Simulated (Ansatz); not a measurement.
# Structural relaxation of random alloy of the diamond Si-Ge line, x = 0.75 (64 atoms), part 3 of 3

Wanted: the relaxed structure of random alloy of the diamond Si-Ge line, x = 0.75 (64 atoms) and its electronic structure.

Ansatz 0.2.0; Kohn-Sham DFT, PBE, PAW (set soft_2), plane waves.

The cell: 16 Si and 48 Ge. The host structure and its lattice constant were typed by rule, without a check against the phase diagram. Only the Γ point is sampled in the main run, in a cell whose shortest periodic width is 11 Å.

So far. Step 3 (Cell and atoms relaxed): The relaxation changed the energy by -13.2 meV/atom, and atoms moved by 0.053 Å r.m.s., 0.11 Å at most. Step 6 (K-mesh 2×2×2): Forces differ from those of the single point at the relaxed geometry by 16 meV/Å r.m.s.; the energy by -125 meV/atom and the pressure by -0.14 GPa. It took roughly 11 times the reference's time (one timing each, with unlike analyses asked), in 9 cycles against 8.

### 7. Functional HSE06

HSE06 mixes in a quarter of exact exchange at short range, which counters self-interaction, at a higher cost.

This step: Kohn-Sham DFT, HSE06, PAW (set soft_2), plane waves (Ansatz 0.2.0).

Input file input.yaml:

```yaml
crystal:
  lattice:
    - [11.35936, 0.00117, 0.00175]
    - [0.00117, 11.3593, -0.0006]
    - [0.00175, -0.0006, 11.35992]
  atoms:
    [... the 64 atom lines of step 5 ...]
kpoints:
  mp_grid: { grid: [1, 1, 1] }
hamiltonian:
  xc: hse06
scf:
  occupations: { method: fermi_dirac, width: 0.025 }
output:
  forces: true
  stress: true
  populations: true
  dos:
    method: { smearing: { sigma: 0.08 } }
    de: 0.05
    projected: { site_lists: { Ge: [Ge], Si: [Si] } }
  eigenvalues: true
```

Run with:

```sh
> ansatz run input.yaml --threads 4 --pin off --max-ram 8192MiB --backend cpu --events-out ev --progress --plain --runs-dir out
```

Output:

```text
Warning: output.stress: scf.convergence.dr2_threshold = 1e-7 eV (the SCF's general default) is looser than the 1.6e-9 eV advised for a printed stress (1e-10 eV for each atom of the cell: 64, of which 16 are counted). What an SCF threshold leaves in a stress goes as its square root, and in the free energy as the threshold itself, and one threshold admits the most on a small cell: [...]
Warning: output.stress: scf.exx.energy_threshold = 1e-6 eV is looser than the 1.6e-7 eV advised for a stress under a hybrid functional (1e-8 eV for each atom of the cell: 64, of which 16 are counted). Every SCF of the exchange loop can meet its threshold on dr2 while the loop round them stops early: [...]
exact exchange: scf.exx.singularity resolves to wigner_seitz, which cuts the screened interaction at the faces of the exchange supercell's Wigner-Seitz cell, so that each pair interacts once, at the shortest of its separations (the periodic images that this leaves out come, [...]
[...]
Crystal: 64 atoms, lattice volume = 1465.820 Å³
Basis set: ecut = 420 eV, 28545 PW (Γ), exchange–correlation on 160×160×160 points (8 copies of the dense FFT grid, shifted against one another)
Bands: 442, of which v1, the nominal top of the filled ones, is band 368 counted from 1 (367 counted from 0)
Symmetry: 1 space group operations
[...]
k-points: 1
[...]
SCF iter   1: F=—  HF=-216322.860472 eV  |F-HF|=—  |Δ(HF+E_count)|=         —  Δρ=1.82e-3  dr2=7.23e-2  ethr=1.77e-3  ⟨swp⟩=20.0  Hψ=2070  notcnv=6
[...]
SCF iter   8: F=-216322.885646 eV  HF=-216322.885645 eV  |F-HF|=1.05e-6  |Δ(HF+E_count)|=   4.90e-6  Δρ=1.95e-5  dr2=3.37e-6  ethr=1.93e-9  ⟨swp⟩=5.0  Hψ=970  notcnv=0  defer=2
SCF 1 stopped early in 8 iterations: F = -216322.885646 eV  dr2 = 3.37e-6
[...]
the semilocal start has a gap of 0.230 eV: under exact exchange another state, often on complex orbitals, can lie lower than the one that it leads to. A single point with scf.lower_state_search: full and scf.eigensolver.gamma_real: false can look for it
[...]
Exchange kernel: α = 0.2500, screened, ω = 0.2079 Å⁻¹, Wigner–Seitz truncation, v(0) = 960.4894 eV·Å³, q-mesh 1×1×1, nearest image of the exchange supercell L = 11.36 Å, pair-density grid 50×50×50, without the augmentation charges, whose exchange is taken in its separable form (sized by the pseudopotential files, [...]
Frozen-core exchange: fock
SCF iter   1: F=—  HF=-216373.543449 eV  |F-HF|=—  |Δ(HF+E_count)|=         —  Δρ=1.06e-2  dr2=5.82e-1  ethr=4.58e-9  ⟨swp⟩=18.0  Hψ=3155  notcnv=0
[...]
SCF iter   8: F=—  HF=-216373.321163 eV  |F-HF|=—  |Δ(HF+E_count)|=   3.46e-4  Δρ=4.51e-5  dr2=1.10e-4  ethr=4.58e-9  ⟨swp⟩=5.0  Hψ=1394  notcnv=0
SCF iter   9: F=-216373.321115 eV  HF=-216373.321153 eV  |F-HF|=3.85e-5  |Δ(HF+E_count)|=   9.40e-6  Δρ=2.28e-5  dr2=7.53e-5  ethr=4.58e-9  ⟨swp⟩=5.0  Hψ=933  notcnv=0
SCF 2 stopped early in 9 iterations: F = -216373.321115 eV  dr2 = 7.53e-5
  Residual-converged pass: ⟨swp⟩=4.0  Hψ=1232  notcnv=0  max |occ|·‖R‖ = 5.5e-6 eV (tolerance 6.7e-6 eV)  dr2=7.78e-5  dr2_onsite=1.18e-6  max |Δocc| = 4.9e-14
hybrid outer 1: dexx = +2.935e-1 eV, tail = 1.11e-3 eV
[...]
Frozen-core exchange: fock
SCF iter   1: F=—  HF=-216373.330461 eV  |F-HF|=—  |Δ(HF+E_count)|=         —  Δρ=6.89e-5  dr2=4.34e-5  ethr=7.52e-7  ⟨swp⟩=10.0  Hψ=1162  notcnv=0
[...]
SCF iter   7: F=—  HF=-216373.330486 eV  |F-HF|=—  |Δ(HF+E_count)|=   1.49e-7  Δρ=5.51e-7  dr2=2.26e-8  ethr=1.49e-11  ⟨swp⟩=6.0  Hψ=976  notcnv=0
SCF iter   8: F=-216373.330486 eV  HF=-216373.330486 eV  |F-HF|=1.16e-9  |Δ(HF+E_count)|=   4.34e-9  Δρ=2.17e-7  dr2=3.39e-9  ethr=2.61e-12  ⟨swp⟩=3.0  Hψ=820  notcnv=0
SCF 3 converged in 8 iterations: F = -216373.330486 eV  dr2 = 3.39e-9
[...]
hybrid outer 2: dexx = +2.389e-5 eV, tail = 1.75e-7 eV, Δε = 2.98e-3 eV (about 5.31e-5 eV left of the loop's levels), ΔF = 6.46e-3 eV/Å (tail 7.88e-4)
[...]
Frozen-core exchange: fock
SCF iter   1: F=—  HF=-216373.330487 eV  |F-HF|=—  |Δ(HF+E_count)|=         —  Δρ=8.97e-7  dr2=1.44e-8  ethr=1.19e-10  ⟨swp⟩=20.0  Hψ=1498  notcnv=6
SCF iter   2: F=-216373.330487 eV  HF=-216373.330487 eV  |F-HF|=6.40e-10  |Δ(HF+E_count)|=   3.61e-9  Δρ=2.14e-7  dr2=2.39e-9  ethr=5.17e-12 (applied; sched 1.64e-12)  ⟨swp⟩=3.0  Hψ=1134  notcnv=0
SCF 4 converged in 2 iterations: F = -216373.330487 eV  dr2 = 2.39e-9
[...]
hybrid SCF converged: 3 outer / 19 inner (+8 warm-up), last move |dexx| = 8.89e-9 eV, tail = 5.10e-9 eV
Stability not checked: this state was not tested for a lower state beside it, because the functional holds exact exchange (a hybrid, or Hartree-Fock), whose exchange loop this test does not read (fock_operator; see scf.lower_state_search)
Free energy (F): -216373.330487 eV
Frozen-core exchange: fock
[...]
Internal energy: -216373.330487 eV  (E = F + TS)
E sigma→0 (E₀):  -216373.330487 eV
Entropy (-TS):   -0.000000 eV (-0.000 meV/atom)
Fermi energy:    7.697300 eV
[...]
Σ components = -216373.330487   (vs F -216373.330487, Δ=0.00e0)
--- Forces (eV/Å), atoms counted from 1 ---
  atom   1  Si    -0.01341112    -0.00124775     0.00777710
  atom   2  Ge    -0.00035858    -0.02428183     0.01442365
  atom   3  Si    -0.02980423    -0.04228444    -0.03317497
  atom   4  Si     0.06946813    -0.00029024     0.00616434
[...]
atom  64  Ge    -0.03939806     0.02298202    -0.03953778
  max |Σ_I F_I| component: 1.06e-4 eV/Å
--- Stress (GPa, compression-positive) ---
       -2.247869      -0.006821      -0.008279
       -0.006821      -2.251554       0.000175
       -0.008279       0.000175      -2.256027
  P = ⅓ Tr σ = -2.2518 GPa (-22.518 kbar)
--- Band table (eV) ---
[...]
--- Löwdin populations: 64 sites ---
  site symbol       q [e]
     0     Si      3.8996
     1     Ge     14.0402
     2     Si      3.9121
[...]
63     Ge     13.9926
  spilling = 0.002170 (of n_electrons = 736.000000)
```

The job ended after 9.4 min (4 threads of Arm Neoverse V1, shared host; peak memory 4.8 GiB).

The program notes that the gap was narrow in the semilocal warm-up, the exchange threshold is loose for the stress and the SCF threshold is loose for the stress.

Geometry and reference: those of the single point at the relaxed geometry.

Forces differ from those of the single point at the relaxed geometry by 31 meV/Å r.m.s.; the pressure by -2.3 GPa and the gap by +0.70 eV. It took roughly 19 times the reference's time (one timing each, with unlike analyses asked), in 27 cycles against 8.

Numbers from this run:

- free energy: -216373.3305 eV
- free energy per atom: -3380.8333 eV/atom
- SCF cycles: 27
- pressure: -2.252 GPa
- r.m.s. force component: 0.0313 eV/Å
- longest force: 0.09481 eV/Å
- Fermi energy: 7.697 eV
- gap (highest filled to lowest empty level): 0.9261 eV
- spilling of the projection: 0.00217

Length of the force by element and coordination:

| element | coordination | atoms | mean length of the force (eV/Å) | spread | least | most |
| --- | --- | --- | --- | --- | --- | --- |
| Ge | all | 48 | 0.0485 | 0.0269 | 0.0063 | 0.0948 |
| Si | all | 16 | 0.0424 | 0.0268 | 0.0051 | 0.083 |

Löwdin charges by element and coordination (they lack the spilled electrons, 0.025 e an atom on average):

| element | coordination | atoms | mean charge (e) | spread | least | most |
| --- | --- | --- | --- | --- | --- | --- |
| Ge | all | 48 | 0.0046 | 0.0162 | -0.0402 | 0.0275 |
| Si | all | 16 | 0.086 | 0.0158 | 0.0536 | 0.105 |

Charge against the make-up of the first shell:

| Si neighbours of Si | atoms | mean charge (e) |
| --- | --- | --- |
| 0 | 6 | 0.102 |
| 1 | 5 | 0.087 |
| 2 | 4 | 0.068 |
| 3 | 1 | 0.054 |

Density of states as counts of states in windows of 1 eV (from the Fermi level), total and the larger projections:

| from (eV) | to (eV) | total | Ge p | Si p | Ge s | Si s |
| --- | --- | --- | --- | --- | --- | --- |
| -18 | -15 | 0.0 | 0.0 | 0.0 | 0.0 | 0.0 |
| -15 | -14 | 0.8 | 0.0 | 0.0 | 0.7 | 0.2 |
| -14 | -13 | 1.8 | 0.1 | 0.0 | 1.3 | 0.3 |
| -13 | -12 | 17.5 | 3.4 | 1.1 | 11.0 | 2.0 |
| -12 | -11 | 25.8 | 5.0 | 1.7 | 14.1 | 5.0 |
| -11 | -10 | 0.1 | 0.0 | 0.0 | 0.0 | 0.0 |
| -10 | -9 | 35.9 | 9.3 | 3.4 | 17.6 | 5.4 |
| -9 | -8 | 8.0 | 3.9 | 1.3 | 1.9 | 0.8 |
| -8 | -7 | 19.9 | 6.9 | 2.7 | 8.0 | 2.2 |
| -7 | -6 | 4.1 | 1.7 | 0.4 | 0.8 | 1.1 |
| -6 | -5 | 9.9 | 3.0 | 1.6 | 3.9 | 1.3 |
| -5 | -4 | 50.1 | 35.2 | 12.1 | 1.6 | 0.8 |
| -4 | -3 | 12.0 | 8.8 | 3.1 | 0.0 | 0.0 |
| -3 | -2 | 36.0 | 25.3 | 10.3 | 0.0 | 0.0 |
| -2 | -1 | 28.0 | 23.3 | 4.6 | 0.0 | 0.0 |
| -1 | 0 | 6.0 | 4.8 | 1.1 | 0.0 | 0.0 |
| 0 | 1 | 20.1 | 5.9 | 2.9 | 7.6 | 2.0 |
| 1 | 2 | 13.9 | 7.1 | 2.3 | 2.5 | 1.1 |
| 2 | 3 | 31.8 | 16.4 | 5.7 | 5.4 | 1.7 |
| 3 | 4 | 24.1 | 11.6 | 3.9 | 2.3 | 0.9 |

The levels nearest the highest filled one (over half full), pooled over k-points and spins:

| level less the highest filled one (eV) | occupation |
| --- | --- |
| -1.33 | 2 |
| -1.32 | 2 |
| -1.28 | 2 |
| -0.0092 | 2 |
| -0.0055 | 2 |
| 0 | 2 |
| 0.926 | 0 |
| 0.981 | 0 |
| 1.01 | 0 |
| 1.12 | 0 |
| 1.23 | 0 |
| 1.29 | 0 |

### 8. Functional r2SCAN (500 eV)

The meta-GGA r2SCAN uses the kinetic energy density as well as the density and its gradient. Besides, the cutoff goes from 420 to 500 eV.

This step: Kohn-Sham DFT, r2SCAN, PAW (set soft_2), plane waves (Ansatz 0.2.0).

Changes to input.yaml since step 7:

```diff
@@ -10,3 +10,3 @@
 hamiltonian:
-  xc: hse06
+  xc: r2scan
 scf:
```

Output:

```text
[...]
Crystal: 64 atoms, lattice volume = 1465.820 Å³
Basis set: ecut = 500 eV, 37253 PW (Γ), exchange–correlation on 360×360×360 points (64 copies of the dense FFT grid, shifted against one another)
Bands: 442, of which v1, the nominal top of the filled ones, is band 368 counted from 1 (367 counted from 0)
Symmetry: 1 space group operations
[...]
k-points: 1
[...]
SCF iter   1: F=—  HF=-216755.437594 eV  |F-HF|=—  |Δ(HF+E_count)|=         —  Δρ=7.55e-3  dr2=5.93e-1  dr2_τ=1.96e-1  ethr=1.77e-3  ⟨swp⟩=6.0  Hψ=1624  notcnv=0  defer=8
[...]
SCF iter   8: F=—  HF=-216755.744683 eV  |F-HF|=—  |Δ(HF+E_count)|=   1.99e-7  Δρ=3.35e-6  dr2=3.56e-7  dr2_τ=3.12e-9  ethr=5.40e-10  ⟨swp⟩=2.0  Hψ=754  notcnv=0  defer=57
SCF iter   9: F=-216755.744683 eV  HF=-216755.744683 eV  |F-HF|=5.55e-8  |Δ(HF+E_count)|=   5.85e-8  Δρ=1.34e-6  dr2=6.64e-8  dr2_τ=4.40e-10  ethr=1.36e-11  ⟨swp⟩=14.0  Hψ=2455  notcnv=0
SCF 1 converged in 9 iterations: F = -216755.744683 eV  dr2 = 6.64e-8
[...]
SCF converged after 9 iterations
Free energy (F): -216755.744683 eV
[...]
Internal energy: -216755.744599 eV  (E = F + TS)
E sigma→0 (E₀):  -216755.744641 eV
Entropy (-TS):   -0.000084 eV (-0.001 meV/atom)
Fermi energy:    7.667875 eV
[...]
Σ components = -216755.744683   (vs F -216755.744683, Δ=0.00e0)
--- Forces (eV/Å), atoms counted from 1 ---
  atom   1  Si    -0.01562762    -0.00220922     0.00234421
  atom   2  Ge     0.00086030    -0.01720406     0.00788218
  atom   3  Si    -0.04463051    -0.04628022    -0.04295433
  atom   4  Si     0.08345881    -0.00273470    -0.00089542
[...]
atom  64  Ge    -0.03663260     0.02424756    -0.04163121
  max |Σ_I F_I| component: 1.68e-5 eV/Å
--- Stress (GPa, compression-positive) ---
       -2.558464      -0.005203      -0.008215
       -0.005203      -2.566150       0.001066
       -0.008215       0.001066      -2.559638
  P = ⅓ Tr σ = -2.5614 GPa (-25.614 kbar)
--- Band table (eV) ---
[...]
--- Löwdin populations: 64 sites ---
  site symbol       q [e]
     0     Si      3.8713
     1     Ge     14.0704
     2     Si      3.8900
[...]
63     Ge     13.9978
  spilling = 0.002205 (of n_electrons = 736.000000)
```

Run time: 72 s. Hardware: 4 threads; peak memory 4.4 GiB.

Geometry and reference: those of the single point at the relaxed geometry.

Forces differ from those of the single point at the relaxed geometry by 31 meV/Å r.m.s.; the pressure by -2.6 GPa and the gap by +0.27 eV. It took roughly 2.4 times the reference's time (one timing each, with unlike analyses asked), in 9 cycles against 8.

### 9. Functional PBEsol

PBEsol restores the gradient expansion of exchange for slowly varying densities and usually gives shorter bonds in solids than PBE.

This step: Kohn-Sham DFT, PBEsol, PAW (set soft_2), plane waves (Ansatz 0.2.0).

Changes to input.yaml since step 8:

```diff
@@ -10,3 +10,3 @@
 hamiltonian:
-  xc: r2scan
+  xc: pbesol
 scf:
```

Output:

```text
[...]
Crystal: 64 atoms, lattice volume = 1465.820 Å³
Basis set: ecut = 420 eV, 28545 PW (Γ), exchange–correlation on 160×160×160 points (8 copies of the dense FFT grid, shifted against one another)
Bands: 442, of which v1, the nominal top of the filled ones, is band 368 counted from 1 (367 counted from 0)
Symmetry: 1 space group operations
[...]
k-points: 1
[...]
SCF iter   1: F=—  HF=-214101.998184 eV  |F-HF|=—  |Δ(HF+E_count)|=         —  Δρ=1.59e-3  dr2=1.09e-1  ethr=1.77e-3  ⟨swp⟩=6.0  Hψ=1639  notcnv=0  defer=5
[...]
SCF iter   6: F=—  HF=-214101.937999 eV  |F-HF|=—  |Δ(HF+E_count)|=   5.23e-4  Δρ=6.57e-6  dr2=9.15e-7  ethr=3.38e-9  ⟨swp⟩=3.0  Hψ=756  notcnv=0  defer=57
SCF iter   7: F=-214101.937999 eV  HF=-214101.937999 eV  |F-HF|=3.88e-8  |Δ(HF+E_count)|=   9.43e-8  Δρ=1.88e-6  dr2=8.22e-8  ethr=1.36e-11  ⟨swp⟩=14.0  Hψ=2535  notcnv=0
SCF 1 converged in 7 iterations: F = -214101.937999 eV  dr2 = 8.22e-8
[...]
SCF converged after 7 iterations
Free energy (F): -214101.937999 eV
[...]
Internal energy: -214101.906735 eV  (E = F + TS)
E sigma→0 (E₀):  -214101.922367 eV
Entropy (-TS):   -0.031264 eV (-0.489 meV/atom)
Fermi energy:    7.559241 eV
[...]
Σ components = -214101.937999   (vs F -214101.937999, Δ=0.00e0)
--- Forces (eV/Å), atoms counted from 1 ---
  atom   1  Si     0.00079179    -0.00202684    -0.00795663
  atom   2  Ge     0.00521459     0.01207945    -0.01214986
  atom   3  Si    -0.03263244    -0.01788816    -0.02604604
  atom   4  Si     0.05275520     0.00285513    -0.00725436
[...]
atom  64  Ge    -0.01196926     0.02024712    -0.02574113
  max |Σ_I F_I| component: 2.78e-5 eV/Å
--- Stress (GPa, compression-positive) ---
       -2.540470       0.006160       0.003790
        0.006160      -2.534673      -0.002496
        0.003790      -0.002496      -2.540210
  P = ⅓ Tr σ = -2.5385 GPa (-25.385 kbar)
--- Band table (eV) ---
[...]
--- Löwdin populations: 64 sites ---
  site symbol       q [e]
     0     Si      3.8832
     1     Ge     14.0665
     2     Si      3.8989
[...]
63     Ge     13.9942
  spilling = 0.001926 (of n_electrons = 736.000000)
```

The job ended after 27 s (4 threads; peak memory 2 GiB; 1.7 min of CPU time).

Geometry and reference: those of the single point at the relaxed geometry.

Forces differ from those of the single point at the relaxed geometry by 18 meV/Å r.m.s.; the pressure by -2.5 GPa and the gap by -0.067 eV.

### 10. The ladder side by side

Each row is set against the single point at the relaxed geometry (Kohn-Sham DFT, PBE, PAW (set soft_2), plane waves; r.m.s. force component 9.3e-4 eV/Å). Energies are set beside the reference only for runs with its functional, potentials and electron count. Times are for 4 threads of Arm Neoverse V1, shared host. The reference's time includes grids, which some other runs skip.

| run | Δ force, r.m.s. (meV/Å) | Δ energy (meV/atom) | Δ pressure (GPa) | Δ gap (eV) | cycles | time | host memory (GiB) |
| --- | --- | --- | --- | --- | --- | --- | --- |
| reference | - | - | - | - | 8 | 30 s | 2.0 |
| k-mesh 2×2×2 | 16.3 | -125 | -0.140 | 0.0036 | 9 | 5.6 min | 5.9 |
| functional HSE06 | 31.3 | - | -2.25 | 0.698 | 27 | 9.4 min | 4.8 |
| functional r2SCAN (500 eV) | 31.3 | - | -2.56 | 0.274 | 9 | 72 s | 4.4 |
| functional PBEsol | 18.4 | - | -2.54 | -0.0671 | 7 | 27 s | 2.0 |

### 11. Results

```yaml
energy_change_in_the_relaxation: -13.24 meV/atom
r_m_s_displacement: 0.053 Å
largest_displacement: 0.11 Å
free_energy_per_atom: -3380.0451 eV/atom
density: 4.458 g/cm³
pressure: 0.0005235 GPa
r_m_s_force_component: 0.00093 eV/Å
spacing_of_highest_filled_and_lowest_empty_level: 0.2285 eV
wall_time_of_the_7_dft_runs: 19 min
```

In words: Relaxation lowers the energy by 13.2 meV/atom and moves atoms by 0.053 Å r.m.s.; the r.m.s. force component goes from 0.33 to 9.3e-4 eV/Å. Displacements are taken in the final cell, so they leave out its strain. By the final cutoffs no bond was broken or made. The cell shrank by 0.4 % in volume. From the first step to the last the energy fell by 0.847 eV, across changes of basis, and the largest move was 0.11 Å (Si42). The Si-Si bonds change most in mean length: from 2.464 Å (spread 0.029) to 2.402 Å (spread 0.008). By these cutoffs all Ge atoms have 4 and all Si atoms have 4 bonded neighbours. Between filled and empty levels lie 0.229 eV (at Γ alone); a semilocal functional tends to put such gaps too low.

Among the changes of functional, dispersion, potentials or spin, functional r2SCAN (500 eV) moves the forces most, by 31 meV/Å r.m.s. The gap changes by +0.70 eV with HSE06.

[Long decimals in the printed logs are rounded to 6 places.]

[Logs are printed without paths, hosts, clocks, repeated set-up lines and the standing remarks that a program may print on its own settings, such as how far it seeks lower states.]

[Hosts, paths, dates, database ids (printed as entryN), source tags and the programs' standing remarks are cut or masked in the printed files.]

[A walk said to have stopped at its limit may instead have ended on an SCF cycle that didn't converge.]
